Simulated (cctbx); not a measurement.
# X-rays or neutrons for the lightest atoms?

Cell a = 8.8040 Å, b = 11.4670 Å, c = 7.6680 Å, α = 90.00°, β = 90.00°, γ = 90.00°; space group Pnnm (no. 58); content Br12 Si2 N4 C4 H24. The heavier atoms are placed; H is still missing.

The data are simulated with cctbx, not measured: Cu Kα, λ = 1.54184 Å, to d = 0.8 Å, 80 % of the full sphere, strongest reflection 5000 counts, noise from counting, a 3 % proportional error and a noise floor of 4 counts (s.d.); no absorption.

Refinement without H (map in e/Å³):

```text
Rint 0.045, 853 unique reflections to 0.80 A
cycle     R1     wR2    GooF  max shift (A)
   1  0.1397  0.2826   7.062   0.05374
   2  0.0239  0.0514   1.285   0.00001
final R1 0.0239 wR2 0.0514 GooF 1.285  parameters 14  data/parameter 60.9
atom        x        y        z      Ueq    occ   su(xyz)  su(Uiso or U11)
Br1    0.83695  0.99399  0.19246   0.0085  1.000  0.00004  0.0001
Br2    0.98671  0.18475  0.00000   0.0070  1.000  0.00005  0.0001
Si1    0.00000  0.00000  0.00000   0.0143  1.000  0.00000  0.0004
N1     0.15135  0.79814  0.50000   0.0217  1.000  0.00059  0.0011
C1     0.49802  0.79199  0.00000   0.0171  1.000  0.00066  0.0011
difference map: max 1.04 min -0.81 rms 0.18
Q1    0.2204  0.2445  0.0000    4    1.07  1.29 A from N1
Q2    0.0117  0.3604  0.3552    8    1.02  1.36 A from C1
Q3    0.1350  0.2328  0.5000    4    1.01  1.35 A from C1
Q4    0.1314  0.0318  0.1519    8    0.89  0.51 A from Br1
Q5    0.0604  0.9269  0.0000    4    0.78  0.99 A from Si1
Q6    0.1716  0.8547  0.3656    8    0.78  1.23 A from N1
Q7    0.1761  0.8902  0.0000    4    0.66  1.67 A from Br2
Q8    0.1734  0.3427  0.5000    4    0.62  1.62 A from C1
```

The data are simulated with cctbx, not measured: neutrons of λ = 0.84 Å, to d = 0.8 Å, 80 % of the full sphere, strongest reflection 5000 counts, noise from counting, a 3 % proportional error and a noise floor of 4 counts (s.d.); no absorption.

Refinement without H (map in fm/Å³; only maxima are listed):

```text
Rint 0.053, 853 unique reflections to 0.80 A
cycle     R1     wR2    GooF  max shift (A)
   1  0.4316  0.7613  18.512   0.06765
   3  0.3753  0.6735  16.375   0.00002
final R1 0.3753 wR2 0.6735 GooF 16.375  parameters 14  data/parameter 60.9
atom        x        y        z      Ueq    occ   su(xyz)  su(Uiso or U11)
Br1    0.83499  0.99340  0.19343   0.0001  1.000  0.00087  0.0021
Br2    0.98667  0.18748  0.00000   0.0008  1.000  0.00135  0.0025
Si1    0.00000  0.00000  0.00000   0.0034  1.000  0.00000  0.0046
N1     0.15153  0.80108  0.50000   0.0208  1.000  0.00143  0.0030
C1     0.49761  0.79029  0.00000   0.0197  1.000  0.00222  0.0034
difference map: max 19.10 min -18.48 rms 1.69
Q1    0.1454  0.7938  0.5000    4   19.57  0.10 A from N1
Q2    0.9991  0.2926  0.5000    4   13.51  0.04 A from C1
Q3    0.0200  0.8189  0.0000    4   11.72  0.09 A from Br2
Q4    0.1628  0.0081  0.1861    8   11.11  0.06 A from Br1
Q5    0.0000  0.0000  0.0000    2    4.95  0.00 A from Si1
Q6    0.0167  0.1306  0.5000    4    4.43  1.68 A from N1
Q7    0.1296  0.2637  0.4014    8    4.10  1.39 A from C1
Q8    0.0008  0.4513  0.5000    4    3.66  1.85 A from C1
```

**Question.** Where is H, and which data fix it better?

H sits at (0.8734, 0.7696, 1/2), (0.8393, 0.1326, 0.3688), (0.2818, 0.7479, 1/2) and (0.0022, 0.3556, 0.6421). Adding it takes R1 from 0.024 to 0.020 with X-rays and from 0.375 to 0.024 with neutrons. Its largest coordinate s.u. is 0.00663 with X-rays and 0.00023 with neutrons, so neutrons fix it better in these data. In the X-ray map Q1, Q2, Q3 and Q6 mark it. No listed neutron peak is on it. Natural H has a negative scattering length, so it shows as a hole in the neutron map (minimum -18.5), not among the maxima.

Final neutron refinement:

```text
Rint 0.053, 853 unique reflections to 0.80 A
cycle     R1     wR2    GooF  max shift (A)
   1  0.1557  0.3564   8.738   0.03666
   2  0.0239  0.0509   1.247   0.00002
final R1 0.0239 wR2 0.0509 GooF 1.247  parameters 28  data/parameter 30.5
atom        x        y        z      Ueq    occ   su(xyz)  su(Uiso or U11)
Br1    0.83690  0.99398  0.19243   0.0087  1.000  0.00006  0.0001
Br2    0.98684  0.18472  0.00000   0.0073  1.000  0.00007  0.0001
Si1    0.00000  0.00000  0.00000   0.0140  1.000  0.00000  0.0003
N1     0.15057  0.79812  0.50000   0.0200  1.000  0.00007  0.0001
C1     0.49883  0.79158  0.00000   0.0181  1.000  0.00010  0.0002
H1     0.87328  0.76977  0.50000   0.0336  1.000  0.00023  0.0004
H2     0.83915  0.13245  0.36895   0.0298  1.000  0.00018  0.0003
H3     0.28142  0.74805  0.50000   0.0246  1.000  0.00020  0.0003
H4     0.00189  0.35565  0.64196   0.0318  1.000  0.00018  0.0003
difference map: max 0.94 min -0.70 rms 0.09
Q1    0.0938  0.7956  0.5000    4    1.01  0.50 A from N1
Q2    0.2098  0.8005  0.5000    4    0.84  0.52 A from N1
Q3    0.1980  0.1214  0.5000    4    0.50  1.40 A from H1
Q4    0.0305  0.0320  0.0643    8    0.42  0.67 A from Si1
Q5    0.1541  0.0266  0.1234    8    0.37  0.59 A from Br1
Q6    0.0511  0.3917  0.5000    4    0.36  1.23 A from C1
```

This is a model crystal, built by substitution and not relaxed, with assumed displacement parameters.

[Middle refinement cycles are left out of these outputs.]

[Logs are printed without paths, hosts, clocks, repeated set-up lines and the standing remarks that a program may print on its own settings, such as how far it seeks lower states.]
